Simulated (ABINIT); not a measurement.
# How the form of the self-energy moves the gap of CsSnI3 (Pm-3m), part 2 of 2

Aim: compare treatments of exchange, screening and correlation for the gap of CsSnI3 (Pm-3m).

ABINIT 10.8.3; PBE and many-body steps on it, plane waves. Known limits of the many-body steps: not at the basis limit; exchange with frozen shells missing; screening runs away on this mesh; no spin-orbit coupling; coarse k mesh.

So far. Step 5 (G0W0, Hybertsen-Louie plasmon pole): Against G0W0 in ABINIT (2×2×2 mesh, 366 bands, screening to 152.4 eV, Godby-Needs plasmon pole), the gap moves by +0.101 eV. Step 6 (G0W0, von der Linden-Horsch plasmon pole): Against G0W0 in ABINIT (2×2×2 mesh, 366 bands, screening to 152.4 eV, Godby-Needs plasmon pole), the gap moves by +0.030 eV.

## (7) G0W0, Engel-Farid plasmon pole

Level of this step: G0W0 on PBE, plane waves, norm-conserving pseudopotentials (ABINIT).

Contents of run.abi:

```
acell 3*1.0 Angstrom
rprim 
  6.286228000000 0.000000000000 0.000000000000
  0.000000000000 6.286228000000 0.000000000000
  0.000000000000 0.000000000000 6.286228000000
ntypat 3
znucl 55 50 53
natom 5
typat 1 2 3 3 3
xred 
  0.500000000000 0.500000000000 0.500000000000
  0.000000000000 0.000000000000 0.000000000000
  0.500000000000 0.000000000000 0.000000000000
  0.000000000000 0.000000000000 0.500000000000
  0.000000000000 0.500000000000 0.000000000000
pp_dirpath "pseudos"
pseudos "Cs.upf, Sn.upf, I.upf"
ecut 32
ngkpt 2 2 2
nshiftk 1
shiftk 0 0 0
kptopt 1
chksymbreak 0
istwfk *1
occopt 1
irdwfk 1
optdriver 4
nband 366
gwcalctyp 0
ecutsigx 32
symsigma 1
nkptgw 2
kptgw 
  0.5000000000 0.5000000000 0.5000000000
  0.0000000000 0.0000000000 0.0000000000
bdgw 
  19 25
  20 25
ecuteps 5.6
irdscr 1
ppmodel 4
indata_prefix "in"
outdata_prefix "out"
tmpdata_prefix "tmp"
```

Run with:

```sh
OMP_NUM_THREADS=1 mpirun -n 4 abinit run.abi > log
```

Numbers of over 12 decimals in the logs are rounded to 6 here.

The log of the run:

```text
.Version 10.8.3 of ABINIT. v10.8.2 released Aug 2026.

 Symmetries : space group Pm -3 m (#221); Bravais cP (primitive cubic)
[... echo of the input left out ...]
== DATASET  1 ==================================================================
-   mpi_nproc: 4, omp_nthreads: 1 (-1 if OMP is not activated)

--- !DatasetInfo
iteration_state: {dtset: 1, }
dimensions: {natom: 5, nkpt: 4, mband: 366, nsppol: 1, nspinor: 1, nspden: 1, mpw: 14592, }
cutoff_energies: {ecut:  32.0, pawecutdg:  -1.0, }
[...]
Band     E0 <VxcDFT>   SigX SigC(E0)      Z dSigC/dE  Sig(E)    E-E0       E
[...]
24   5.326  -6.045  -2.592  -3.402   0.800  -0.250  -6.004   0.041   5.367
       25   5.326  -6.045  -2.592  -3.402   0.800  -0.250  -6.004   0.041   5.367

== END DATASET(S) ==============================================================
================================================================================

 -outvars: echo values of variables after computation  --------
           etotal      0.0000000000E+00
            nband         366
             nkpt           4
          spgroup         221
 [... the other variables as echoed above ...]

 Calculation completed.
```

The job ended after 96 s (4 MPI ranks of Arm Neoverse V1, shared host; peak memory 3.8 GiB).

This step gave:

| Item | Value |
| --- | --- |
| G0W0 gap on the points computed | 1.007 eV |
| starting gap on the mesh | 0.4710 eV |
| k of the valence top | 0.5, 0.5, 0.5 |
| k of the conduction bottom | 0.5, 0.5, 0.5 |
| least direct G0W0 gap on the computed points | 1.007 eV |

Against G0W0 in ABINIT (2×2×2 mesh, 366 bands, screening to 152.4 eV, Godby-Needs plasmon pole), the gap moves by +0.089 eV.

## (8) One-shot Hartree-Fock

This step: one-shot Hartree-Fock on PBE, plane waves, norm-conserving pseudopotentials.

Changes to run.abi since step 7:

```diff
@@ -27,4 +27,4 @@
 optdriver 4
-nband 366
-gwcalctyp 0
+nband 26
+gwcalctyp 5
 ecutsigx 32
@@ -38,5 +38,4 @@
   20 25
-ecuteps 5.6
-irdscr 1
-ppmodel 4
+ixc_sigma 40
+fftgw 31
 indata_prefix "in"
```

The log of the run:

```text
.Version 10.8.3 of ABINIT. v10.8.2 released Aug 2026.

 Symmetries : space group Pm -3 m (#221); Bravais cP (primitive cubic)
[... echo of the input left out ...]
== DATASET  1 ==================================================================
-   mpi_nproc: 4, omp_nthreads: 1 (-1 if OMP is not activated)

--- !DatasetInfo
iteration_state: {dtset: 1, }
dimensions: {natom: 5, nkpt: 4, mband: 26, nsppol: 1, nspinor: 1, nspden: 1, mpw: 14592, }
cutoff_energies: {ecut:  32.0, pawecutdg:  -1.0, }
[...]
Band     E0 <VxcDFT>   SigX SigC(E0)      Z dSigC/dE  Sig(E)    E-E0       E
[...]
24   5.326  -6.045  -2.592   0.000   1.000   0.000  -2.592   3.453   8.779
       25   5.326  -6.045  -2.592   0.000   1.000   0.000  -2.592   3.453   8.779

== END DATASET(S) ==============================================================
================================================================================

 -outvars: echo values of variables after computation  --------
           etotal      0.0000000000E+00
            nband          26
             nkpt           4
          spgroup         221
 [... the other variables as echoed above ...]

 Calculation completed.
```

Wall time 5.6 s (4 MPI ranks); peak memory 0.39 GiB.

This step gave:

| Quantity | Value |
| --- | --- |
| quasiparticle gap on the points computed | 5.109 eV |
| starting gap on the mesh | 0.4710 eV |
| k of the valence top | 0.5, 0.5, 0.5 |
| k of the conduction bottom | 0.5, 0.5, 0.5 |
| least direct quasiparticle gap on the computed points | 5.109 eV |

Against G0W0 in ABINIT (2×2×2 mesh, 366 bands, screening to 152.4 eV, Godby-Needs plasmon pole), the gap moves by +4.191 eV.

## (9) The runs together

Times are wall times on 4 MPI ranks of Arm Neoverse V1, shared host, good to a factor of about two. A run's time includes the screening step that it read.

```
                                     run   mesh  bands  screening cutoff (eV)  DFT gap (eV)  gap on the mesh (eV)  direct (eV)  ε∞ used     time
          G0W0, Godby-Needs plasmon pole  2×2×2    366                  152.4         0.471                 0.918        0.918   114.82  7.9 min
      G0W0, Hybertsen-Louie plasmon pole  2×2×2    366                  152.4         0.471                 1.019        1.019   114.82  7.8 min
G0W0, von der Linden-Horsch plasmon pole  2×2×2    366                  152.4         0.471                 0.948        0.948   114.82  5.4 min
          G0W0, Engel-Farid plasmon pole  2×2×2    366                  152.4         0.471                 1.007        1.007   114.82  5.4 min
                   one-shot Hartree-Fock  2×2×2      -                      -         0.471                 5.109        5.109        -    5.6 s
```

## (10) Outcome

| Quantity | Value |
| --- | --- |
| G0W0, Godby-Needs plasmon pole | 0.918 eV |
| G0W0, Hybertsen-Louie plasmon pole | 1.019 eV |
| G0W0, von der Linden-Horsch plasmon pole | 0.948 eV |
| G0W0, Engel-Farid plasmon pole | 1.007 eV |
| one-shot Hartree-Fock | 5.109 eV |
| known limits | not at the basis limit; exchange with frozen shells missing; screening runs away on this mesh; no spin-orbit coupling; coarse k mesh |

G0W0, Hybertsen-Louie plasmon pole: +0.101 eV against G0W0, Godby-Needs plasmon pole. G0W0, von der Linden-Horsch plasmon pole: +0.030 eV against G0W0, Godby-Needs plasmon pole. G0W0, Engel-Farid plasmon pole: +0.089 eV against G0W0, Godby-Needs plasmon pole. One-shot Hartree-Fock: +4.191 eV against G0W0, Godby-Needs plasmon pole. Bare exchange alone opens the gap to 5.11 eV; against G0W0, correlation takes back 4.19 eV. Bands and cutoff are finite, so the gap is not at the basis limit. The miss can reach some tenths of an eV and take either sign; the mesh is an error of its own. In the first G0W0 run levels were corrected at 2 k points alone, so a gap called «on the mesh» is the least over those, and an edge elsewhere would be missed. The 2×2×2 mesh is coarse for this cell, which bears on the long-range parts of exchange and screening. This is the ideal cubic cell; many perovskites, halides above all, are cubic only on average, and local tilts or off-centring can widen the gap. The norm-conserving file of at least one element keeps a d shell over frozen s and p shells of the same row. Exchange with those shells is missing from the self-energy, an error of 0.3 to 0.9 eV in cases checked, whose sign depends on which edge lies on those atoms. For the PBE start: On this mesh the RPA ε∞ passes 90, more than nearly any semiconductor shows; a coarse mesh does this where one point with a narrow direct gap carries much weight. The screening is then too strong, and the G0W0 gap should not be taken as the material's. The many-body steps are scalar-relativistic: spin-orbit coupling is not in them.

[Paths, hosts, dates, memory and timing lines, banners, echoed tables and standing remarks are left out of the program output.]

[Logs are printed without paths, hosts, clocks, repeated set-up lines and the standing remarks that a program may print on its own settings, such as how far it seeks lower states.]

[Runs of the session that timed out or met a known fault of the program may be left out.]

[No measured gap is set beside runs whose start may be inverted or whose files or cutoffs have a known fault.]

[Hosts, paths, dates, database ids (printed as entryN), source tags and the programs' standing remarks are cut or masked in the printed files.]

[G0W0 gaps are taken among the corrected bands and points alone; a level outside them can change the order at an edge.]

[Where Ansatz stands beside ABINIT at settings called matched, ABINIT's density can come from a denser mesh and the files from another edition; pairs whose starting gaps differed by over 0.03 eV were left out, so agreement reads better than it is.]
